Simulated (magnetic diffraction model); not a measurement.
## Ce₄Mn₃V₄Sb₄: what an assumed order does to the neutron pattern

Space group P-4m2 (no. 115), a = 4.1620 Å, c = 19.4420 Å.

| site | atom | x | y | z |
| --- | --- | --- | --- | --- |
| 2g | Ce | 0 | 1/2 | 0.8720 |
| 2g | Ce | 0 | 1/2 | 0.3699 |
| 2e | Sb | 0 | 0 | 0.7542 |
| 2f | Sb | 1/2 | 1/2 | 0.7505 |
| 1d | Mn | 0 | 0 | 1/2 |
| 1a | Mn | 0 | 0 | 0 |
| 1c | Mn | 1/2 | 1/2 | 1/2 |
| 2g | V | 0 | 1/2 | 0.5799 |
| 2g | V | 0 | 1/2 | 0.0743 |

This is a made-up structure (elements placed in a structure type, unrelaxed), so the numbers test the method and describe no known phase.

Only Ce is taken to order (form factors of Ce3+); orders and moment sizes are assumed, and not adapted to the symmetry. Radiation: neutrons of λ = 2.567 Å, 3° to 55°; isotropic B of 0.3 Å² (Ce), 0.3 Å² (Sb), 0.47 Å² (Mn) and 0.38 Å² (V). Simulated constant-wavelength pattern: nuclear and magnetic terms add, the magnetic one as |2.695 fm × Σ f S⊥ exp(2πi Q·r) exp(−B s²)|², summed over all Q at one angle with the factor 1/(sin²θ cos θ). For collinear order S is the moment m, which repeats by lattice and centring translations R with the sign exp(−2πi k·R). Free-ion form factors, Sears's scattering lengths of 1992, no absorption; a label names one of the reflections at its angle. The strongest nuclear line in the range is 100, and lines under 0.2 are left out.

Assume the order k = (0 0 0), collinear moments along [001], 1.61 μB on Ce; signs + at (0, 1/2, 0.8720), + at (0, 1/2, 0.3699), + at (1/2, 0, 0.6301), + at (1/2, 0, 0.1280).

Predict the pattern, nuclear and magnetic parts apart.

```
2θ (°)    index  nuclear  magnetic
  7.57  (0 0 1)      5.5       0.0
 15.17  (0 0 2)    100.0       0.0
 22.85  (0 0 3)      0.3       0.0
 30.62  (0 0 4)      1.2       0.0
 35.92  (1 0 0)      0.4       0.0
 36.77  (1 0 1)      0.7       0.0
 38.55  (0 0 5)      0.3       0.0
 39.20  (1 0 2)     22.7      11.5
 43.00  (1 0 3)      0.9       0.0
 46.67  (0 0 6)      7.9       0.0
 47.91  (1 0 4)      0.5       0.1
 51.71  (1 1 0)      0.7       3.8
 52.35  (1 1 1)      0.5       0.0
 54.22  (1 1 2)     29.4       0.0
```

The strongest magnetic line in the range is (1 0 2) at 39.20° (11.5). On top of the Lorentz factor, which all lines share, magnetic lines fade with angle because f falls: for Ce3+ it is 0.96, 0.86, 0.71 and 0.43 at sin θ/λ = 0.1, 0.2, 0.3 and 0.5 Å⁻¹, while nuclear lengths stay constant. The net moment is 6.44 μB a primitive cell.

[Logs are printed without paths, hosts, clocks, repeated set-up lines and the standing remarks that a program may print on its own settings, such as how far it seeks lower states.]
